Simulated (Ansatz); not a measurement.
# Si3N4 (P6_3/m): a many-body input that goes wrong, and its mend

What is wrong with this input for Si3N4 (P6_3/m)?

Calculated with Ansatz 0.2.0; G0W0 on PBE, plane waves, PAW; PAW set soft_1.

## (1) The starting structure

It takes space group P6_3/m (No. 176, hexagonal). The conventional cell has a = 7.604 Å, b = 7.604 Å, c = 2.906 Å, α = 90.00°, β = 90.00°, γ = 120.00°. Nearest to Si lie 4 N at 1.73 to 1.74 Å. N has 3 Si at 1.74 Å nearest. N has 3 Si at 1.73 Å nearest. Farther neighbours and most contacts between anions are not listed.

As a file:

```cif
data_structure
_symmetry_space_group_name_H-M 'P6_3/m'
_symmetry_Int_Tables_number 176
_cell_length_a 7.6044
_cell_length_b 7.6044
_cell_length_c 2.9063
_cell_angle_alpha 90.000
_cell_angle_beta 90.000
_cell_angle_gamma 120.000
_cell_volume 145.55
loop_
_atom_site_label
_atom_site_type_symbol
_atom_site_symmetry_multiplicity
_atom_site_Wyckoff_symbol
_atom_site_fract_x
_atom_site_fract_y
_atom_site_fract_z
_atom_site_occupancy
Si1 Si 6 h 0.76848 0.17456 0.25000 1
N1 N 6 h 0.03050 0.33024 0.25000 1
N2 N 2 d 0.66667 0.33333 0.25000 1
```

The cell and positions come from the Crystallography Open Database and are kept as given unless a step says otherwise.

## (2) First try

input.yaml

```yaml
crystal:
  lattice:
    - [7.6044, 0.0, 0.0]
    - [-3.8022, 6.5856035805, 0.0]
    - [0.0, 0.0, 2.9063]
  atoms:
    - { symbol: Si, position: [0.768477, 0.174557, 0.25] }
    - { symbol: Si, position: [0.59392, 0.768477, 0.75] }
    - { symbol: Si, position: [0.825443, 0.59392, 0.25] }
    - { symbol: Si, position: [0.231523, 0.825443, 0.75] }
    - { symbol: Si, position: [0.40608, 0.231523, 0.25] }
    - { symbol: Si, position: [0.174557, 0.40608, 0.75] }
    - { symbol: "N", position: [0.0305, 0.33024, 0.25] }
    - { symbol: "N", position: [0.70026, 0.0305, 0.75] }
    - { symbol: "N", position: [0.66976, 0.70026, 0.25] }
    - { symbol: "N", position: [0.9695, 0.66976, 0.75] }
    - { symbol: "N", position: [0.29974, 0.9695, 0.25] }
    - { symbol: "N", position: [0.33024, 0.29974, 0.75] }
    - { symbol: "N", position: [0.6666666667, 0.3333333333, 0.25] }
    - { symbol: "N", position: [0.3333333333, 0.6666666667, 0.75] }
kpoints:
  mp_grid: { grid: [1, 1, 1] }
hamiltonian:
  xc: pbe
  pseudopotentials: { kind: paw, azcp: { folder: soft_1 } }
scf:
  occupations: { method: fixed }
gw:
  n_empty_bands: 153
  ecut_chi: 60
  qp_bands: [v4, c4]
  qp_kpoints: band_edges
  screening: { model: contour_deformation }
```

Command:

```sh
$ ansatz run input.yaml --threads 2 --pin off --max-ram 92160MiB --backend cuda --events-out ev --progress --plain --runs-dir out --devices 1 --max-vram 13GiB
```

Numbers of over 12 decimals in the logs are rounded to 6 here.

The program printed:

```text
GPUs: using 1 of 1 available (devices: 1).
Engine: ansatz 0.2.0, x86_64-unknown-linux-gnu
Pseudopotentials: kind: paw
Pseudopotential: Si, paw, valence charge 4, recommended cutoff 420 eV (normal), soft_1/Si.paw.azcp
Pseudopotential: N, paw, valence charge 5, recommended cutoff 420 eV (normal), soft_1/N.paw.azcp
Functional definition: PBE
  parameter kappa = 0.804
  parameter beta = 0.066725
  exchange = pbe_x(kappa = kappa, mu = beta*pi^2/3)
  correlation = pbe_c(beta = beta)
device memory: the entry about to start is reckoned to put 0.8 GiB on a device that reports 63.6 GiB free (of which the cap on the GPU budget leaves the run 13.0 GiB)
GPU FFT provider: cuFFT
GPU libraries: cuBLAS 13.8.2, cuFFT 12.4.0, cuSOLVER 12.3.4
Crystal: 14 atoms, lattice volume = 145.546 Å³
Basis set: ecut = 420 eV, 2823 PW (Γ)
Bands: 46, of which v1, the nominal top of the filled ones, is band 32 counted from 1 (31 counted from 0)
Symmetry: 12 space group operations
Space group: P63/m (ITA 176), of the structure as read, at distance tolerance 5.3e-5 Å
k-points: 1
Non-local potential: Si, projectors of the file, l = 0: 2, l = 1: 2, l = 2: 1
Non-local potential: N, projectors of the file, l = 0: 2, l = 1: 2, l = 2: 1
PAW form: soft (Blöchl's): semilocal exchange-correlation on the pseudo side does not see the compensation charge
PAW one-centre angular grid: Si, 110 points (default); XC on 64 Gauss nodes
PAW one-centre angular grid: N, 110 points (default); XC on 64 Gauss nodes
Initial density: superposition of atomic densities (chi_scale 0.1, normalization cell, long waves kept (reshape's long-wave potential 0.02 eV rms))
Initial wavefunctions: pseudopotential atomic-orbital guess
GPU buffer pool allocated for 58320 grid points (all kernels)
GPU transforms: local potential and band sums: pruned to the plane-wave sphere, on 50×50×18
Functional: x = pbe(κ = 0.804, μ = 0.219515), c = pbe(β = 0.066725)
SCF iter   1: F=—  HF=-6899.395977 eV  |F-HF|=—  |Δ(HF+E_count)|=         —  Δρ=1.86e-1  dr2=5.06e1  ethr=3.10e-3  ⟨swp⟩=5.0  Hψ=178  notcnv=0  defer=12
preconditioner: auto → Resta (q_TF=auto, 2.379 Å⁻¹)  ε∞=3.6  [insulator: Δε(μ)=6.240 eV  Ē_g=15.214 eV  n_scr=32 (ndim 8)  ℏωp=24.6 eV  f_vac=0.009  ε∞_Penn≈3.6]
SCF iter   2: F=—  HF=-6883.598699 eV  |F-HF|=—  |Δ(HF+E_count)|=    1.58e1  Δρ=6.33e-2  dr2=3.49e0  ethr=3.10e-3  ⟨swp⟩=3.0  Hψ=118  notcnv=0  defer=10
SCF iter   3: F=—  HF=-6883.223804 eV  |F-HF|=—  |Δ(HF+E_count)|=   3.75e-1  Δρ=3.06e-2  dr2=7.36e-1  ethr=3.10e-3  ⟨swp⟩=3.0  Hψ=84  notcnv=0  defer=10
SCF iter   4: F=—  HF=-6883.288606 eV  |F-HF|=—  |Δ(HF+E_count)|=   6.48e-2  Δρ=3.22e-3  dr2=1.48e-2  ethr=1.15e-3  ⟨swp⟩=3.0  Hψ=74  notcnv=0  defer=10
SCF iter   5: F=—  HF=-6883.295771 eV  |F-HF|=—  |Δ(HF+E_count)|=   7.16e-3  Δρ=1.77e-3  dr2=4.26e-3  ethr=2.31e-5  ⟨swp⟩=3.0  Hψ=69  notcnv=0  defer=12
SCF iter   6: F=—  HF=-6883.297151 eV  |F-HF|=—  |Δ(HF+E_count)|=   1.38e-3  Δρ=3.36e-4  dr2=1.84e-4  ethr=6.66e-6  ⟨swp⟩=3.0  Hψ=78  notcnv=0  defer=12
SCF iter   7: F=—  HF=-6883.297358 eV  |F-HF|=—  |Δ(HF+E_count)|=   2.06e-4  Δρ=7.42e-5  dr2=1.61e-5  ethr=2.87e-7  ⟨swp⟩=2.0  Hψ=63  notcnv=0  defer=12
SCF iter   8: F=—  HF=-6883.297393 eV  |F-HF|=—  |Δ(HF+E_count)|=   3.53e-5  Δρ=1.68e-5  dr2=6.93e-7  ethr=2.51e-8  ⟨swp⟩=2.0  Hψ=73  notcnv=0  defer=8
SCF iter   9: F=-6883.297394 eV  HF=-6883.297394 eV  |F-HF|=2.22e-8  |Δ(HF+E_count)|=   1.35e-6  Δρ=3.27e-6  dr2=1.59e-8  ethr=1.56e-10  ⟨swp⟩=15.0  Hψ=259  notcnv=0
SCF 1 converged in 9 iterations: F = -6883.297394 eV  dr2 = 1.59e-8
[...]
device memory: the entry about to start is reckoned to put 1.0 GiB on a device that reports 63.5 GiB free (of which the cap on the GPU budget leaves the run 13.0 GiB)
NSCF: frozen V_eff on 1 k-points
[...]
device memory: the entry about to start is reckoned to put 1.4 GiB on a device that reports 63.6 GiB free (of which the cap on the GPU budget leaves the run 13.0 GiB)
NSCF: frozen V_eff on 1 k-points
G₀W₀ screening: q 1/1
G₀W₀ self-energy: k 1/1
device memory: the entry about to start is reckoned to put 0.6 GiB on a device that reports 64.8 GiB free (of which the cap on the GPU budget leaves the run 13.0 GiB)
NSCF: frozen V_eff on 1 k-points
device memory: the entry about to start is reckoned to put 0.6 GiB on a device that reports 64.9 GiB free (of which the cap on the GPU budget leaves the run 13.0 GiB)
NSCF: frozen V_eff on 1 k-points
device memory: the entry about to start is reckoned to put 0.6 GiB on a device that reports 65.2 GiB free (of which the cap on the GPU budget leaves the run 13.0 GiB)
NSCF: frozen V_eff on 1 k-points
device memory: the entry about to start is reckoned to put 0.6 GiB on a device that reports 65.4 GiB free (of which the cap on the GPU budget leaves the run 13.0 GiB)
NSCF: frozen V_eff on 1 k-points
device memory: the entry about to start is reckoned to put 0.6 GiB on a device that reports 65.4 GiB free (of which the cap on the GPU budget leaves the run 13.0 GiB)
NSCF: frozen V_eff on 1 k-points
SCF converged after 9 iterations
Free energy (F): -6883.297394 eV
Harris-Foulkes:  -6883.297394 eV  (|F-HF|=2.22e-8)
Internal energy: -6883.297394 eV  (E = F + TS)
E sigma→0 (E₀):  -6883.297394 eV
Fermi energy:    8.767802 eV
--- Per-component energies (eV) ---
  E_band       = 106.852236
  E_kinetic    = 1379.927010
  E_local      = -2064.669725  (includes V_loc(G=0)·N_el)
  E_nonlocal   = 393.568384
  E_hartree    = 744.185078
  E_xc         = -827.965994
  E_vxc        = -908.040950  (∫ρ·V_xc dr)
  E_paw        = -4103.397592  (= ΣΔE_a)
  E_vpaw       = -182.309069  (= ΣTr[D̂ρ^β])
  E_aug_tail   = 0.007812  (compensation charges beyond the density's cutoff)
  E_ewald      = -2404.952369
  E_smearing   = -0.000000  (= −TS)
  E_closure    = -0.000000  (closes the sum)
  Σ components = -6883.297394   (vs F -6883.297394, Δ=0.00e0)
--- Band table (eV) ---
  k-point 0: bands = [... 28 lower, 7.4218, 8.2500, 8.4677, 8.7678, 12.8240, 13.2474, 13.3771, 13.3771, ... 10 higher]
--- G₀W₀: contour deformation, 5 samples at zero and on the imaginary axis and 1 off it, 1 q-point, 153 empty bands' worth ---
  eigenvalues of the whole cell's RPA ε∞ on this k-mesh (on a slab, of 1 + 4πα/V) = 5.5985, 5.5985, 8.5870; static W/v taken at q = 0 is 0.108796
  gw.qp_kpoints: band_edges: 1 of 1 stored k-point solved, in 1 pass; an edge of the gap read off the rows below is read off those points alone
    ik  band        ε_KS         Σx   Σc(E_QP)       V_xc       Z   E_QP_lin       E_QP  E_QP is
     0    29      7.4218   -21.4473     3.9770   -17.3233  0.8051     7.2747     7.2749  root
     0    30      8.2500   -21.4026     3.8440   -17.5015  0.8049     8.1929     8.1929  root
     0    31      8.4677   -22.9062     5.1141   -17.3931  0.7884     8.0674     8.0688  root
     0    32      8.7678   -23.2523     5.1537   -17.7193  0.7904     8.3874     8.3885  root
     0    33     12.8240    -5.3239    -5.4787   -11.8695  0.8250    13.8998    13.8909  root
     0    34     13.2474    -7.4203    -4.5940   -12.4752  0.8308    13.7097    13.7083  root
     0    35     13.3771    -6.8368    -5.1988   -13.1181  0.8203    14.4690    14.4596  root
     0    36     13.3771    -6.8368    -5.1988   -13.1181  0.8203    14.4690    14.4596  root
```

Elapsed: 11 s, on 1 × NVIDIA H100 80GB HBM3 (shared by 6 runs) with 2 threads of AMD EPYC 7R13 (Zen 3), shared host; peak memory 1.1 GiB.

**What went wrong?**

The run ended normally, though the input holds a fault or crude settings.

The fault: one k-point. One point can't sample the density or the screening of a small cell, and the band edges may lie elsewhere in the zone.

It printed a gap of 5.32 eV, which is an artefact of the settings.

## (3) A better input

G0W0 replaces the xc potential by the self-energy, built once from these orbitals. Only a window of levels is corrected, while the sums run over the empty bands that the input names. This step takes PAW set soft_1 files.

input.yaml, as its differences from that of step 2:

```diff
@@ -21,3 +21,3 @@
 kpoints:
-  mp_grid: { grid: [1, 1, 1] }
+  mp_grid: { grid: [3, 3, 6] }
 hamiltonian:
@@ -28,4 +28,4 @@
 gw:
-  n_empty_bands: 153
-  ecut_chi: 60
+  n_empty_bands: 607
+  ecut_chi: 150.0
   qp_bands: [v4, c4]
```

The program printed:

```text
GPUs: using 1 of 1 available (devices: 1).
[...]
GPU FFT provider: cuFFT
GPU libraries: cuBLAS 13.8.2, cuFFT 12.4.0, cuSOLVER 12.3.4
Crystal: 14 atoms, lattice volume = 145.546 Å³
Basis set: ecut = 420 eV, 2823 PW (Γ)
Bands: 46, of which v1, the nominal top of the filled ones, is band 32 counted from 1 (31 counted from 0)
[... 1 set-up line as in the run before ...]
[...]
k-points: 12 of 54
[...]
GPU buffer pool allocated for 58320 grid points (all kernels)
[...]
SCF iter   1: F=—  HF=-6913.316093 eV  |F-HF|=—  |Δ(HF+E_count)|=         —  Δρ=1.57e-1  dr2=3.74e1  ethr=3.10e-3  ⟨swp⟩=5.0  Hψ=2168  notcnv=0  defer=128
[...]
SCF iter   9: F=-6901.770867 eV  HF=-6901.770867 eV  |F-HF|=2.52e-8  |Δ(HF+E_count)|=   1.50e-6  Δρ=2.81e-6  dr2=1.08e-8  ethr=1.56e-10  ⟨swp⟩=16.2  Hψ=3197  notcnv=0
SCF 1 converged in 9 iterations: F = -6901.770867 eV  dr2 = 1.08e-8
[...]
0    29      7.0065   -21.5759     3.1322   -17.4022  0.7928     5.9558     5.9650  root
     0    30      7.8341   -21.5956     3.2008   -17.4031  0.7893     6.8341     6.8424  root
     0    31      7.8928   -21.7869     3.1249   -17.6920  0.7895     6.9150     6.9227  root
     0    32      8.0990   -21.8475     3.1964   -17.6875  0.7897     7.1276     7.1353  root
     0    33     12.6203    -7.2387    -4.4592   -12.4892  0.8347    13.4156    13.4116  root
     0    34     13.0359    -8.5548    -4.2016   -13.4172  0.8291    13.6995    13.6967  root
     0    35     13.1908    -8.1964    -4.5143   -13.5878  0.8272    14.0729    14.0678  root
     0    36     13.1908    -8.1964    -4.5143   -13.5878  0.8272    14.0729    14.0678  root
[...]
11    33     13.3284    -7.9336    -4.5164   -13.2616  0.8283    14.1444    14.1400  root
    11    34     13.3284    -7.9336    -4.5164   -13.2616  0.8283    14.1444    14.1400  root
    11    35     14.1446    -6.9072    -4.4935   -12.1202  0.8299    14.8676    14.8640  root
    11    36     14.1446    -6.9072    -4.4935   -12.1202  0.8299    14.8676    14.8640  root
[key lines of the parts left out:]
SCF converged after 9 iterations
Free energy (F): -6901.770867 eV
Fermi energy:    8.296649 eV
```

Elapsed: 64 s, on 1 × NVIDIA H100 80GB HBM3 (shared by 6 runs) with 2 threads; peak memory 2.1 GiB.

This step gave:

```
bands summed                                 : 639
RPA ε∞ on this mesh (eigenvalues)            : 3.991, 3.991, 4.088
plane waves in the screening matrix          : 611
q-points in the mesh                         : 54
G0W0 gap on the mesh                         : 6.039 eV
k of the valence top                         : 0, 0, 0.1667
k of the conduction bottom                   : 0, 0, 0
starting gap on the mesh                     : 4.324 eV
Z at the valence top                         : 0.7911
Z at the conduction bottom                   : 0.8347
least direct G0W0 gap on the computed points : 6.276 eV
```

The gap on the mesh goes from 4.32 eV to 6.04 eV, a correction of +1.72 eV. Between the two edge states, bare exchange in place of the xc potential would open the gap by 9.25 eV, and correlation takes back 7.53 eV.

## (4) What came out

```json
{
 "first try": "converged after 11 s",
 "better run": "G0W0 gap on the mesh 6.04 eV (3×3×6 mesh, 607 empty bands, screening to 150 eV, PAW set soft_1 files)"
}
```

The second run differs in: mesh, empty bands and screening cutoff (eV). Bands and cutoff are finite, so the gap is not at the basis limit. The miss can reach some tenths of an eV and take either sign; the mesh is an error of its own.

[Paths, hosts, dates, memory and timing lines, banners, echoed tables and standing remarks are left out of the program output.]

[Logs are printed without paths, hosts, clocks, repeated set-up lines and the standing remarks that a program may print on its own settings, such as how far it seeks lower states.]

[Runs of the session that timed out or met a known fault of the program may be left out.]

[Cells called generated may have been cut or substituted from an entry of the Crystallography Open Database or the Materials Project.]

[Hosts, paths, dates, database ids (printed as entryN), source tags and the programs' standing remarks are cut or masked in the printed files.]
